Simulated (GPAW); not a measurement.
# Mg2NCl (R-3m): G0W0 with GPAW, start to end, part 2 of 2

Aim: the G0W0 gap of Mg2NCl (R-3m) on LDA, step by step.

GPAW 26.7.0; LDA and many-body steps on it, plane waves. Known limits of the many-body steps: not at the basis limit.

So far. Step 3 (Bands along the symmetry lines): The gap is 2.164 eV, as in the run before at this level. Step 4 (Empty states on the mesh, 4×4×4 mesh, 273 bands): On this mesh the gap is 2.164 eV.

## 5. Screening and self-energy, 4×4×4 mesh, 122 bands, screening to 96 eV

G0W0 replaces the xc potential by the self-energy, built once from these orbitals. Only a window of levels is corrected, while the sums run over the empty bands that the input names.

This step: G0W0 on LDA, plane waves, PAW.

File run.py:

```python
import json
import numpy as np
from gpaw.mpi import world
from gpaw.response.g0w0 import G0W0

gw = G0W0('full.gpw',
    filename='gw',
    kpts=[0],
    bands=(14, 18),
    ecut=96,
    nbands=122,
    integrate_gamma='WS',
    ppa=True)
gw.calculate()
res = {mode: {k: v for k, v in r.items() if k != 'sigma_eskwn'}
       for mode, r in gw.all_results.items()}

if world.rank == 0:
    with open('result.json', 'w') as f:
        json.dump(res, f, default=lambda x: x.tolist())
```

Started as:

```console
$ mpirun -n 4 gpaw python run.py
```

Numbers of over 12 decimals in the logs are rounded to 6 here.

Output:

```text
Using integrator: PointIntegrator
FrequencyGridDescriptor(from 0.000+0.000j to 0.000+27.211j eV, 2 points)
Nonperiodic BCs:  [False False False]
Using integrator: PointIntegrator
FrequencyGridDescriptor(from 0.000+0.000j to 0.000+27.211j eV, 2 points)
Nonperiodic BCs:  [False False False]
  ___  _ _ _
 |   || | | |
 | | || | | |
 |__ ||_____|
 |___|

BZ k-points: Symmetries present (total): 12

  [... matrices ...]
64 k-points: 4 x 4 x 4 Monkhorst-Pack grid + [1/8,1/8,1/8]
13 k-points in the irreducible part of the Brillouin zone
       k-points in crystal coordinates                weights
   0:     0.00000000    0.00000000    0.00000000          1/64
   1:     0.25000000    0.00000000   -0.25000000          6/64
   2:     0.25000000    0.00000000    0.00000000          6/64
   3:     0.25000000    0.25000000   -0.25000000          6/64
   4:     0.25000000    0.25000000    0.00000000          6/64
   5:     0.25000000    0.25000000    0.25000000          2/64
   6:     0.50000000    0.00000000    0.00000000          3/64
   7:     0.50000000    0.25000000   -0.25000000          6/64
   8:     0.50000000    0.25000000    0.00000000         12/64
   9:     0.50000000    0.25000000    0.25000000          6/64
          ...
  12:     0.50000000    0.50000000    0.50000000          1/64

Distributing spins, k-points and bands (1 x 1 x 4) over 4 processes
Number of blocks: 1

Quasi particle states:
k-points (IBZ indices): [0]
Band range: (14, 18)
  [... matrices ...]
Computational parameters:
Plane wave cut-off: 96 eV
Number of bands: 122
Coulomb cutoff: None
Broadening: 0.1 eV

fxc modes: GW
Kernel: RPA
Using Godby-Needs plasmon-pole approximation:
  Fitting energy: i*E0, E0 = 1.000 Hartree
Summing all q:

Calculating screened Coulomb potential
No Coulomb truncation
FrequencyGridDescriptor(from 0.000+0.000j to 0.000+27.211j eV, 2 points)
Removing empty qpoint cache files...

Calculating chi0 body with:
    Ground state adapter containing:
    Number of spins: 1
    Number of kpoints: 64
    Number of irreducible kpoints: 13
    Number of completely occupied states: 16
    Number of partially occupied states: 16
    Occupied states memory: 11.390625 M / cpu

    Linear response parametrization:
    q_c: [0.0, 0.0, 0.0]
    Number of frequency points: 2
    Planewave cutoff: 96.0
    Number of bands: 122
    Number of planewaves: 129
    Broadening (eta): 1e-06
    comm.size: 4
    kncomm.size: 4
    blockcomm.size: 1

    Memory estimate of potentially large arrays:
        chi0_wGG: 0.507843 M / cpu
Integrating chi0 body.

Symmetries of q_c:
    Direct symmetries (Uq -> q): 12
    Indirect symmetries (TUq -> q): 0
In total 12 allowed symmetries.

  [... matrices ...]
13 groups of equivalent kpoints. 79.6875% reduction.

Integral kind: response function
Integrating chi0 head and wings.

Symmetries of q_c:
    Direct symmetries (Uq -> q): 12
    Indirect symmetries (TUq -> q): 0
In total 12 allowed symmetries.

  [... matrices ...]
13 groups of equivalent kpoints. 79.6875% reduction.

Integral kind: response function wings

Calculating chi0 body with:
    Ground state adapter containing:
    Number of spins: 1
    Number of kpoints: 64
    Number of irreducible kpoints: 13
    Number of completely occupied states: 16
    Number of partially occupied states: 16
    Occupied states memory: 11.390625 M / cpu

    Linear response parametrization:
[... the further q-points ...]

Results:
f:      Occupation numbers
eps:     KS-eigenvalues [eV]
vxc:     KS vxc [eV]
exx:     Exact exchange [eV]
sigma:   Self-energies [eV]
dsigma:  Self-energy derivatives
Z:       Renormalization factors
qp:      QP-energies [eV]

k-point 0 (0): (0.000, 0.000, 0.000)                GW
band       f     eps     vxc     exx   sigma  dsigma       Z      qp
                                                                   GW
  14   1.000   4.869 -17.169 -20.780   3.147  -0.296   0.771   4.511
  15   1.000   4.869 -17.169 -20.780   3.147  -0.296   0.771   4.511
  16   0.000   7.034 -13.288  -8.785  -3.386  -0.216   0.822   7.953
  17   0.000  10.107 -11.702  -6.502  -3.994  -0.210   0.827  11.104
```

Run time: 3.2 min. Hardware: 4 MPI ranks of Arm Neoverse V1, shared host; peak memory 2.1 GiB.

Numbers from this step:

```yaml
g0w0_gap_on_the_points_computed: 3.441 eV
least_direct_g0w0_gap_on_the_computed_points: 3.441 eV
z_at_the_valence_top: 0.7715
z_at_the_conduction_bottom: 0.8224
starting_gap_on_the_mesh: 2.164 eV
k_of_the_valence_top: 0, 0, 0
k_of_the_conduction_bottom: 0, 0, 0
```

The gap on the mesh goes from 2.16 eV to 3.44 eV, a correction of +1.28 eV.

Limits: finite bands, cutoff and mesh. v1 is the top filled band, c1 the lowest empty one. Levels before and after the correction, in eV, zero at the valence-band top of each column:

```
           conduction bottom  valence top
Kohn-Sham               2.16         0.00
     G0W0               3.44         0.00
```

```
             level  energy (eV)
Kohn-Sham  Γ v2-v1        0.000
Kohn-Sham     Γ c1        2.164
Kohn-Sham     Γ c2        5.238
     G0W0  Γ v2-v1        0.000
     G0W0     Γ c1        3.441
     G0W0     Γ c2        6.593
```

## 6. Where the time went

Times are wall times on 4 MPI ranks of Arm Neoverse V1, shared host, good to a factor of about two.

```
                          step     time  share  memory (GiB)
                  ground state     45 s   14 %          0.94
bands along the symmetry lines     37 s   11 %           1.0
      empty states on the mesh     54 s   16 %           2.1
     screening and self-energy  3.2 min   59 %           2.1
```

## 7. Results

| Quantity | Value |
| --- | --- |
| LDA gap | 2.16 eV, direct |
| G0W0 gap on the mesh | 3.44 eV |
| GW settings | 4×4×4 mesh, 122 bands, screening to 96 eV, Godby-Needs plasmon pole |
| known limits | not at the basis limit |

In words: G0W0 moves the gap on the mesh from 2.16 eV to 3.44 eV (+1.28 eV), with Z of 0.77 and 0.82 at the edges. Only 1 of the mesh's irreducible points was corrected, so a valley elsewhere could overtake. The dearest step here is «screening and self-energy». Bands and cutoff are finite, so the gap is not at the basis limit. The miss can reach some tenths of an eV and take either sign; the mesh is an error of its own. These stock PAW sets were not made for GW. In the G0W0 run levels were corrected at 1 k point alone, so a gap called «on the mesh» is the least over those, and an edge elsewhere would be missed.

[Paths, hosts, dates, memory and timing lines, banners, echoed tables and standing remarks are left out of the program output.]

[Logs are printed without paths, hosts, clocks, repeated set-up lines and the standing remarks that a program may print on its own settings, such as how far it seeks lower states.]

[Runs of the session that timed out or met a known fault of the program may be left out.]

[Hosts, paths, dates, database ids (printed as entryN), source tags and the programs' standing remarks are cut or masked in the printed files.]
